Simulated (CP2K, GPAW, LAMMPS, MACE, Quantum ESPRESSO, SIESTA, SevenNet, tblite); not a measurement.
## tblite runs on amorphous Cd8Zn24Te9S23 (64 atoms)

How near does tblite come to plane waves for amorphous Cd8Zn24Te9S23 (64 atoms)?

Main program and level: tblite 0.8.0; the method is named at each step.

### 1. Starting point

The cell holds 64 atoms: 8 Cd, 24 Zn, 9 Te and 23 S. Its edges and angles: a = 11.623 Å, b = 11.623 Å, c = 11.623 Å, α = 90.0°, β = 90.0°, γ = 90.0°. 64 atoms (8 Cd, 24 Zn, 9 Te, 23 S) placed at random at 4.61 g/cm³, melted at 2500 K for 10 ps at fixed volume with the Stillinger-Weber II-VI potential (Zhou et al., Phys. Rev. B 88, 085309 (2013)). Quenched from 2500 K to 300 K at 100 K/ps and fixed volume, held 5 ps.

The yardstick, on the same geometry:

* method: Kohn-Sham DFT, PBE, SSSP efficiency 1.3.0 pseudopotentials, plane waves (Quantum ESPRESSO 7.5); sssp-pbe-1.3.0-efficiency, cutoffs 60/480 Ry, Γ point
* r.m.s. force component: 0.4539 eV/Å
* longest force: 1.653 eV/Å
* pressure: -0.8867 GPa
* time: 9.5 min on 4 MPI ranks of Arm Neoverse V1, shared host
* CPU time: 38 min

### 2. GFN1-xTB

Method: GFN1-xTB tight binding, diagonalisation.

run.py reads:

```python
import numpy as np
from ase.io import read
from tblite.ase import TBLite

atoms = read("structure.xyz")
atoms.calc = TBLite(method="GFN1-xTB", electronic_temperature=580, accuracy=1.0, max_iterations=250, mixer_damping=0.1, verbosity=1)
energy = atoms.get_potential_energy()
forces = atoms.get_forces()
print(f"energy {energy:.6f} eV")
print("forces (eV/A)")
for i, (a, f) in enumerate(zip(atoms, forces)):
    print(f"{i:4d} {a.symbol:2s} {f[0]:10.5f} {f[1]:10.5f} {f[2]:10.5f}")
stress = -atoms.get_stress(voigt=False) * 160.21766
print("stress (GPa, compression positive)")
for row in stress:
    print(" ".join(f"{x:10.4f}" for x in row))
print("charges (e)")
print(np.array2string(atoms.get_charges(), precision=4, suppress_small=True, max_line_width=110, threshold=100000))
```

structure.xyz reads:

```xyz
64
Lattice="11.62280 0.00000 0.00000 0.00000 11.62280 0.00000 0.00000 0.00000 11.62280" Properties=species:S:1:pos:R:3 pbc="T T T"
Cd 1.48423 7.78239 11.29074
Cd 10.00746 9.61380 10.49190
Cd 11.15870 1.39346 8.19094
Cd 3.04250 3.54902 9.32137
Cd 6.06861 6.65161 8.71815
Cd 9.82859 6.28247 7.93151
Cd 0.08833 4.15190 11.31991
Cd 1.80816 1.05965 3.84959
Zn 6.92428 4.13167 10.73110
Zn 6.59466 6.19077 2.53261
Zn 7.19393 7.55947 5.25548
Zn 1.14764 6.78446 3.66885
Zn 5.78316 1.14275 3.66664
Zn 3.18430 0.26163 7.08084
Zn 10.57605 10.92206 5.16076
Zn 5.76979 8.21627 11.15126
Zn 11.25575 9.98317 2.50808
Zn 1.52119 0.39576 11.30434
Zn 7.08561 2.20589 7.94291
Zn 3.62957 6.13800 2.22902
Zn 9.24745 3.82193 4.35506
Zn 0.40436 9.27906 7.50066
Zn 10.34336 7.90629 4.49454
Zn 3.54856 9.87950 2.19264
Zn 7.62084 10.10428 2.27993
Zn 4.20757 4.50616 5.29151
Zn 5.41541 0.52349 11.33537
Zn 3.55751 10.15356 9.02487
Zn 7.40059 10.18587 8.06983
Zn 3.76218 3.31413 1.46180
Zn 9.08949 1.47261 0.29092
Zn 9.49966 6.68299 1.50817
Te 5.29674 4.14655 7.75287
Te 9.33753 5.44796 10.75179
Te 5.85963 0.44643 6.43740
Te 0.16597 3.50323 3.91491
Te 7.74369 2.54830 2.55504
Te 9.37425 3.32342 7.10246
Te 1.32047 5.94239 9.25338
Te 2.97544 8.58111 4.44386
Te 3.55600 7.86561 7.63467
S 5.78595 10.27037 9.90495
S 1.60522 10.69797 5.67936
S 5.91659 4.30718 1.34813
S 11.59177 7.78402 1.74377
S 9.47723 10.86639 1.01130
S 3.87330 2.57608 3.72592
S 0.00883 7.15314 6.39893
S 3.43744 1.83733 11.22239
S 3.71023 8.00730 0.79698
S 1.58767 4.74175 1.79549
S 8.58042 9.70655 4.45572
S 1.32372 9.95051 9.92448
S 1.63045 11.18102 1.84291
S 4.96863 6.63313 4.41701
S 1.85570 2.24599 7.42313
[... 4 atom lines left out ...]
S 1.72680 4.77778 5.75026
S 8.76313 6.18124 3.90677
S 11.25622 1.69007 10.76632
S 7.27239 1.83687 10.42751
```

Launch:

```bash
$ OMP_NUM_THREADS=1 python run.py > output.txt
```

What it wrote:

```text
------------------------------------------------------------
  cycle        total energy    energy error   density error
------------------------------------------------------------
      1     -144.6339611439  -1.4430136E+02   6.6226392E-01
      2     -146.6811726713  -2.0472115E+00   5.2307518E-01
      3     -147.2667147381  -5.8554207E-01   3.1470657E-01
      4     -147.5017482244  -2.3503349E-01   2.2159219E-01
      5     -147.5564969378  -5.4748713E-02   1.0364638E-01
      6     -147.6252294297  -6.8732492E-02   3.7193976E-02
      7     -147.6394756020  -1.4246172E-02   1.9374995E-02
      8     -147.6419045787  -2.4289767E-03   1.1857164E-02
      9     -147.6429726312  -1.0680525E-03   5.9105520E-03
     10     -147.6432030069  -2.3037568E-04   2.5972168E-03
     11     -147.6433238129  -1.2080607E-04   1.1411515E-03
     12     -147.6433310902  -7.2772790E-06   6.2461128E-04
     13     -147.6433327585  -1.6682778E-06   2.8918411E-04
     14     -147.6433334439  -6.8539390E-07   1.7451041E-04
     15     -147.6433334917  -4.7837290E-08   1.1007793E-04
     16     -147.6433335385  -4.6784891E-08   4.4959960E-05
     17     -147.6433335577  -1.9145290E-08   2.6352735E-05
     18     -147.6433335593  -1.6891590E-09   1.6853906E-05
------------------------------------------------------------
 total:                                   2.764 sec
energy -4017.579743 eV
forces (eV/A)
   0 Cd   -0.05968   -0.13714   -0.44630
   1 Cd   -0.10074   -0.82870   -1.31135
   2 Cd    0.00707    0.17674   -0.26866
   3 Cd   -0.67057    0.48075   -0.35185
   4 Cd   -1.29447    0.24276    1.19878
   5 Cd    0.35072   -0.99112    0.26008
   6 Cd    0.71057    0.18974   -0.35925
   7 Cd   -0.22544    0.64805    0.51244
   8 Zn    0.26575    0.40621    0.15467
   9 Zn    0.15836    0.31122   -0.07057
  10 Zn    0.03936    0.51144   -0.04923
  11 Zn    0.17815   -0.57800    0.61519
  12 Zn    0.22991    0.10175    0.72955
  13 Zn    0.20094    0.50566   -0.01858
  14 Zn   -0.06085    0.61961    0.25302
  15 Zn    0.01554   -0.27301   -0.32829
  16 Zn   -0.15598    0.67989   -0.37472
  17 Zn   -0.23251   -0.05061   -0.21881
  18 Zn    0.47375    0.23871   -0.05060
  19 Zn   -0.23591   -0.23008   -0.42888
  20 Zn   -0.25383   -0.45113    0.52092
  21 Zn    0.33827   -0.34978    0.21078
  22 Zn   -0.05739   -0.07801    0.38852
  23 Zn    0.25633    0.09091    0.20974
[...]
56 S    -0.46562   -0.37288    0.53648
  57 S     0.04348   -0.17802   -0.07316
  58 S     0.11952    0.48194   -0.22065
  59 S     0.36074    0.47302   -0.81988
  60 S    -0.92541   -0.59820   -2.13805
  61 S    -0.12881   -0.30773   -0.19028
  62 S    -0.33461   -0.05362    0.18764
  63 S    -0.28296   -0.05643   -0.29124
stress (GPa, compression positive)
    1.8303     0.1793    -0.5179
    0.1793     2.3926     0.0599
   -0.5179     0.0599     1.3151
charges (e)
[ 0.133  -0.2011  0.0626  0.0398 -0.1361  0.0064  0.0232  0.07    0.1897  0.2735  0.2769  0.2125  0.2013
  0.1727  0.1226  0.26    0.265   0.3454  0.1603  0.2423  0.1251  0.271   0.2669  0.3045  0.3006  0.2149
  0.3104  0.1954  0.2441  0.2973  0.2521  0.2791  0.0039  0.012  -0.0642  0.0558 -0.0696 -0.0466 -0.016
  0.0531 -0.0891 -0.2392 -0.206  -0.2536 -0.2301 -0.233  -0.2655 -0.2012 -0.2563 -0.2856 -0.245  -0.2963
 -0.2301 -0.2548 -0.2356 -0.2349 -0.2927 -0.2958 -0.2038 -0.1892 -0.2012 -0.2666 -0.2266 -0.2774]
```

Elapsed: 3.4 s, on 1 thread of Arm Neoverse V1, shared host; peak memory 0.11 GiB.

Banners, paths, timers and routine set-up lines are dropped from the logs unmarked, and long logs keep their key lines alone; longer cuts are marked.

Compared with the plane-wave run:

* r.m.s. force component: 0.5108 eV/Å
* r.m.s. difference of force components: 325.6 meV/Å
* longest difference of force vectors: 1396 meV/Å
* force difference over r.m.s. force: 71.74 %
* slope of forces against the reference's: 0.876
* correlation of force components: 0.7784
* pressure: 1.846 GPa
* pressure difference: 2.733 GPa

Length of the force difference by element (eV/Å):

```
element  atoms  mean  most
     Cd      8  0.50   1.2
      S     23  0.53   1.4
     Te      9  0.51   1.2
     Zn     24  0.36  0.86
```

The surroundings of S42, picked at random, nearest first, numbered as they follow in the input and with coordinates relative to it.

```csv
atom,x,y,z,distance (Å),bonds,Mulliken charge (e),Fx,Fy,Fz (eV/Å)
S42,0.00,0.00,0.00,0.00,4,-0.24,0.46,0.08,0.19
Zn27,-0.37,1.88,1.43,2.39,4,0.31,0.26,0.09,-0.06
Zn28,-2.23,-0.12,-0.88,2.40,3,0.20,-0.26,-0.54,-0.38
Zn16,-0.02,-2.05,1.25,2.40,3,0.26,0.02,-0.27,-0.33
Zn29,1.61,-0.08,-1.84,2.45,4,0.24,0.12,0.30,-0.46
S64,1.49,3.19,0.52,3.56,4,-0.28,-0.28,-0.06,-0.29
S58,-0.29,0.92,3.69,3.81,4,-0.30,0.04,-0.18,-0.07
Cd5,0.28,-3.62,-1.19,3.82,3,-0.14,-1.29,0.24,1.20
Te35,0.07,1.80,-3.47,3.91,4,-0.06,0.17,-0.84,-0.39
S60,2.01,-2.43,-2.41,3.97,4,-0.19,0.36,0.47,-0.82
S50,-2.08,-2.26,2.51,3.97,4,-0.29,0.47,-0.04,-0.19
S57,1.72,-2.23,2.80,3.97,4,-0.29,-0.47,-0.37,0.54
Te41,-2.23,-2.40,-2.27,3.99,2,-0.09,-0.07,0.13,-0.05
```

Atoms are counted from 1 here, from 0 in the log.

Forces lie 72 % from the reference's, at 0.0015 times its CPU time (on 1 against 4 cores).

### 3. What came out

| Property | Result |
| --- | --- |
| force difference from the reference | tblite GFN1-xTB, 72 % |
| its CPU time | 3.4 s |

In words: Tight binding differs by 72 % (tblite GFN1-xTB); it is another model, with fitted parameters of its own, and the xTB methods hold dispersion. One electronic-structure run takes under half the reference's CPU time: tblite GFN1-xTB, at 72 % in 3.4 s against 38 min, too far off to be of use; its pressure misses by +2.7 GPa. Periodic xTB results under one method name differ between programs and library versions. The reference's pressure holds the uncorrected Pulay stress of its 60 Ry basis, so small pressure differences, and their order, may be the reference's own error. The quench rate of 100 K/ps is many orders above laboratory rates, so the cell is likely richer in defects and strain than a real sample. The network of bonds at the start is that of the classical potential that made the cell, and needn't be the one that DFT or experiment would give. The electronic-structure runs sample only Γ, in a cell whose shortest periodic width is 12 Å, which is coarse for a cell with partly filled levels. Spin–orbit coupling is left out, which matters for the levels of the heavy elements.

[Also dropped from logs without a mark: logging warnings of Python, and SIESTA's first energy breakdown and zero terms.]

[Logs are printed without paths, hosts, clocks, repeated set-up lines and the standing remarks that a program may print on its own settings, such as how far it seeks lower states.]

[Hosts, paths, dates, database ids (printed as entryN), source tags and the programs' standing remarks are cut or masked in the printed files.]
